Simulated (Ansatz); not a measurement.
# How fast states decay through Li2CaF4, part 3 of 3

Wanted: the relaxed cell of Li2CaF4, its band edges and its decay constants. It is built by putting Li for Cs in the Cs2CaF4 structure of space group I4/mmm, with the volume rescaled by atomic radii. The parent structure comes from the Materials Project.

Ansatz 0.2.0; r2SCAN DFT, plane waves, PAW files (the session's first sound run).

So far, gap on path (eV): step 3 (band edges) 6.15.

The structure was built from a prototype and need not be the compound's stable phase.

**6. Band edges at another level, cutoff 420 eV**

This step: PBE DFT, plane waves, PAW files (Ansatz 0.2.0).

The edges again with PBE, at the same atoms. Against that run the cutoff is 420 eV against 500.

Contents of input.yaml:

```yaml
crystal:
  lattice:
    - [-2.1903833413, 2.1903833413, 5.5071700996]
    - [2.1903833413, -2.1903833413, 5.5071700996]
    - [2.1903833413, 2.1903833413, -5.5071700996]
  atoms:
    - { symbol: Li, position: [0.6481471472, 0.6481471472, 0.0] }
    - { symbol: Li, position: [0.3518528528, 0.3518528528, 0.0] }
    - { symbol: Ca, position: [0.0, 0.0, 0.0] }
    - { symbol: F, position: [0.0, 0.5, 0.5] }
    - { symbol: F, position: [0.5, 0.0, 0.5] }
    - { symbol: F, position: [0.8020060411, 0.8020060411, 0.0] }
    - { symbol: F, position: [0.1979939589, 0.1979939589, 0.0] }
kpoints:
  mp_grid: { grid: [10, 10, 10] }
  band_path: { path: [VBM, CBM], npoints: 30 }
scf:
  occupations: { method: fixed }
hamiltonian:
  xc: pbe
output:
  eigenvalues: true
```

On the command line:

```sh
$ ansatz run input.yaml --threads 2 --pin off --max-ram 4096MiB --backend cpu --events-out ev --progress --plain --runs-dir out
```

Numbers of over 12 decimals in the logs are rounded to 6 here.

Output:

```text
[...]
Crystal: 7 atoms, lattice volume = 105.689 Å³
Basis set: ecut = 420 eV, 2091 PW (Γ), FFT grids on a1+a3, a2+a3, a3
Bands: 29, of which v1, the nominal top of the filled ones, is band 22 counted from 1 (21 counted from 0)
Symmetry: 16 space group operations
[...]
k-points: 102 of 1000
[...]
SCF iter   1: F=—  HF=-5469.953355 eV  |F-HF|=—  |Δ(HF+E_count)|=         —  Δρ=1.92e-3  dr2=4.92e-3  ethr=1.77e-3  ⟨swp⟩=5.4  Hψ=12625  notcnv=0  defer=452
[...]
SCF iter   7: F=-5469.951960 eV  HF=-5469.951960 eV  |F-HF|=1.74e-8  |Δ(HF+E_count)|=   2.37e-8  Δρ=7.53e-6  dr2=4.04e-8  ethr=2.27e-10  ⟨swp⟩=3.6  Hψ=7255  notcnv=0
SCF 1 converged in 7 iterations: F = -5469.951960 eV  dr2 = 4.04e-8
[...]
SCF converged after 7 iterations
Free energy (F): -5469.951960 eV
[...]
Internal energy: -5469.951960 eV  (E = F + TS)
E sigma→0 (E₀):  -5469.951960 eV
Fermi energy:    -0.269072 eV
[...]
--- Band table (eV; the first three rows and the last of 102) ---
  k-point 0: bands = [... 18 lower, -1.0451, -0.9614, -0.3485, -0.3485, 5.1063, 8.5843, 8.7641, 8.9783, ... 3 higher]
  k-point 1: bands = [... 18 lower, -0.9866, -0.9478, -0.4421, -0.3501, 5.3432, 8.6358, 8.8957, 8.9932, ... 3 higher]
  k-point 2: bands = [... 18 lower, -0.9055, -0.7579, -0.6715, -0.3514, 5.9748, 8.6900, 9.0308, 9.1198, ... 3 higher]
  k-point 101: bands = [... 18 lower, -0.8770, -0.8770, -0.4636, -0.4636, 5.8383, 7.2271, 8.6050, 8.7036, ... 3 higher]
```

Wall time 11 s (2 threads of Intel Xeon 6975P-C (Granite Rapids), shared host); peak memory 0.55 GiB; 22 s of CPU time.

Numbers from this step:

```yaml
free_energy: -5469.9520 eV
fermi_energy: -0.2691 eV
gap_on_the_k_mesh: 5.375 eV
gap_on_path: 5.375 eV, by band count; negative where bands overlap
direct_gap_on_path: 5.455 eV
```

Electronic bands along the path, in eV, zero at the Fermi level (highest filled level under fixed occupations); v1 is the highest filled band, c1 the lowest empty one:

```
  point     v4     v3     v2     v1    c1
    VBM  -0.81  -0.55  -0.08   0.00  8.47
halfway  -0.61  -0.54  -0.37  -0.08  6.66
    CBM  -0.78  -0.69  -0.08  -0.08  5.38
```

The searched edges give 5.38 eV, as on the mesh.

Between step 3 and this run (PBE and cutoff 420 eV) the value for the gap on path moves from 6.15 eV to 5.38 eV.

**7. Complex bands at another level, cutoff 420 eV**

This step: PBE DFT, plane waves, PAW files; complex bands by layer matching along the plane's normal (Ansatz 0.2.0).

The complex bands at that level, over its own gap, at (0, 0) and (-0.5, -0.5).

Contents of input.yaml:

```yaml
crystal:
  lattice:
    - [4.380766683, 0.0, 0.0]
    - [0.0, 4.380766683, 0.0]
    - [2.190383341, 2.190383341, 5.5071701]
  atoms:
    - { symbol: Li, position: [0.3518528528, 0.3518528528, 0.2962942944] }
    - { symbol: Li, position: [0.6481471472, 0.6481471472, 0.7037057056] }
    - { symbol: Ca, position: [0.0, 0.0, 0.0] }
    - { symbol: F, position: [0.5, 0.0, 0.0] }
    - { symbol: F, position: [0.0, 0.5, 0.0] }
    - { symbol: F, position: [0.1979939589, 0.1979939589, 0.6040120822] }
    - { symbol: F, position: [0.8020060411, 0.8020060411, 0.3959879178] }
kpoints:
  mp_grid: { grid: [6, 6, 6] }
scf:
  occupations: { method: fixed }
hamiltonian:
  xc: pbe
output:
  eigenvalues: true
  transmission:
    leads: [[0, 0]]
    kpoints: [[0.0, 0.0], [-0.5, -0.5]]
    e_range: [-1.0, 6.38]
    de: 0.18
```

Output:

```text
[...]
Crystal: 7 atoms, lattice volume = 105.689 Å³
Basis set: ecut = 420 eV, 2091 PW (Γ)
Bands: 29, of which v1, the nominal top of the filled ones, is band 22 counted from 1 (21 counted from 0)
Symmetry: 16 space group operations
[...]
k-points: 30 of 216
[...]
SCF iter   1: F=—  HF=-5469.953427 eV  |F-HF|=—  |Δ(HF+E_count)|=         —  Δρ=1.92e-3  dr2=4.90e-3  ethr=1.77e-3  ⟨swp⟩=5.2  Hψ=3694  notcnv=0  defer=128
[...]
SCF iter   6: F=-5469.951965 eV  HF=-5469.951965 eV  |F-HF|=1.42e-8  |Δ(HF+E_count)|=   6.94e-7  Δρ=6.66e-6  dr2=4.67e-8  ethr=2.27e-10  ⟨swp⟩=10.5  Hψ=4258  notcnv=0
SCF 1 converged in 6 iterations: F = -5469.951965 eV  dr2 = 4.67e-8
[...]
transmission: 8 of 16 steps passed
transmission: 16 of 16 steps passed
SCF converged after 6 iterations
Free energy (F): -5469.951965 eV
[...]
Internal energy: -5469.951965 eV  (E = F + TS)
E sigma→0 (E₀):  -5469.951965 eV
Fermi energy:    -0.269100 eV
[...]
--- Band table (eV; the first three rows and the last of 30) ---
  k-point 0: bands = [... 18 lower, -1.0451, -0.9615, -0.3486, -0.3486, 5.1062, 8.5843, 8.7641, 8.9783, ... 3 higher]
  k-point 1: bands = [... 18 lower, -1.0071, -0.9935, -0.3723, -0.3723, 5.2440, 8.3049, 8.5894, 8.9042, ... 3 higher]
  k-point 2: bands = [... 18 lower, -0.9244, -0.9244, -0.4284, -0.4284, 5.5890, 7.6020, 8.5998, 8.7674, ... 3 higher]
  k-point 29: bands = [... 18 lower, -1.0791, -0.9174, -0.3215, -0.2832, 8.2007, 8.8083, 9.0063, 9.2193, ... 3 higher]
--- Transmission ---
  basis      : 177 plane waves across, 8 finite elements along
  points     : 2, as listed
[...]
crystal 0  : Li2Ca1F4, at the sites [0, 0], period 5.5072 Å: whole cells are its period
[...]
channels       : 0.000000e0 a spin
[...]
slowest decay  : 0.6320 /Å at (0.0000, 0.0000)
```

Elapsed: 13 s, on 2 threads; peak memory 0.63 GiB.

This step gave:

```yaml
level_to_which_the_leads_are_filled: 2.688 eV from the Fermi level
decay_constant_at_the_filling_level_zone_centre: 0.6320 Å⁻¹
decay_constant_at_the_filling_level_slowest_listed_point: 0.632 Å⁻¹
```

K parallel (0, 0); values up to 1.5 1/Å, a degenerate pair printed once or twice; energies at which all values exceed this have no row. Im kz of the slowest decaying states against energy, zero at the highest filled level on the SCF mesh:

```
energy (eV)  decay 1 (Å⁻¹)  decay 2 (Å⁻¹)  decay 3 (Å⁻¹)  decay 4 (Å⁻¹)
      -1.00          0.362          0.366          0.799          0.838
      -0.64          0.209          0.514          0.943          0.958
      -0.28          0.221          0.446          0.636          0.963
       0.08          0.436          0.532          0.706          0.955
       0.44          0.582          0.694          0.753          0.953
       0.80          0.614          0.788          0.825          0.956
       1.16          0.634          0.815          0.907          0.962
       1.52          0.644          0.836          0.963          0.966
       1.88          0.647          0.853          0.969           1.00
       2.24          0.643          0.866          0.969           1.03
       2.60          0.632          0.876          0.967           1.01
       3.14          0.602          0.887          0.959          0.991
       3.50          0.572          0.892          0.951          0.976
       3.86          0.533          0.895          0.940          0.962
       4.22          0.481          0.896          0.927          0.948
       4.58          0.413          0.897          0.911          0.935
       4.94          0.316          0.893          0.895          0.922
       5.30          0.136          0.872          0.893          0.910
       5.66          0.848          0.889          0.898          0.980
       6.02          0.821          0.884          0.886          0.959
       6.38          0.147          0.790          0.875          0.877
```

K parallel (-0.5, -0.5); values up to 1.5 1/Å, a degenerate pair printed once or twice; energies at which all values exceed this have no row. Table of Im kz of the slowest decaying states by energy, zero at the highest filled level on the SCF mesh:

```
energy (eV)  decay 1 (Å⁻¹)  decay 2 (Å⁻¹)  decay 3 (Å⁻¹)  decay 4 (Å⁻¹)
      -1.00         0.0978          0.565           1.26           1.27
      -0.46          0.168          0.687           1.12           1.37
       0.08          0.488          0.765          0.800           1.38
       0.62          0.821          0.860           1.37              -
       1.16          0.844          0.899          0.934           1.36
       1.70          0.898          0.928          0.949           1.34
       2.24          0.941          0.951           1.31              -
       2.60          0.946          0.965           1.29              -
       3.14          0.946          0.987           1.25              -
       3.68          0.938           1.02           1.19              -
       4.22          0.924           1.09              -              -
       4.76          0.904           1.07              -              -
       5.30          0.877           1.05              -              -
       5.84          0.844           1.02              -              -
       6.38          0.804          0.940           1.05           1.49
```

At the listed wavevectors the last open channel is at -0.10 eV and the next at +5.48 eV on the grid. At +2.60 eV, the grid energy nearest the filling level (the middle of the gap on the SCF mesh), the slowest state at the listed wavevectors decays with κ = 0.632 Å⁻¹, its amplitude falling by e over 1.6 Å; the first such run, plane (001), gave 0.659 Å⁻¹ over as many of its listed wavevectors.

**8. Summary of results**

```
band gap                                         : 6.15 eV
least decay constant at mid-gap, normal to (001) : 0.659 Å⁻¹
least decay constant at mid-gap, normal to (110) : 0.557 Å⁻¹
least decay constant, PBE                        : 0.632 Å⁻¹
```

In words: With r2SCAN, the slowest decay at the wavevectors tried is κ = 0.557 Å⁻¹, normal to (110). Through such a film the transmission near mid-gap falls as exp(−2κd), a factor of ten every 2.1 Å. The decay depends on direction: 1.2 times faster normal to (001). A free electron under a barrier of half the gap would need a mass of 0.38 mₑ to decay at this rate. With PBE the gap goes from 6.15 to 5.38 eV and the decay constant, over the first 2 listed wavevectors, from 0.659 to 0.632 Å⁻¹. The compound is made up by substitution; its stability against other phases and against distortions of the cell's symmetry was not tested. r2SCAN still narrows gaps, if less than LDA and GGA do, so real decay constants are likely larger.

[Logs are printed without paths, hosts, clocks, repeated set-up lines and the standing remarks that a program may print on its own settings, such as how far it seeks lower states.]

[Hosts, paths, dates, database ids (printed as entryN), source tags and the programs' standing remarks are cut or masked in the printed files.]
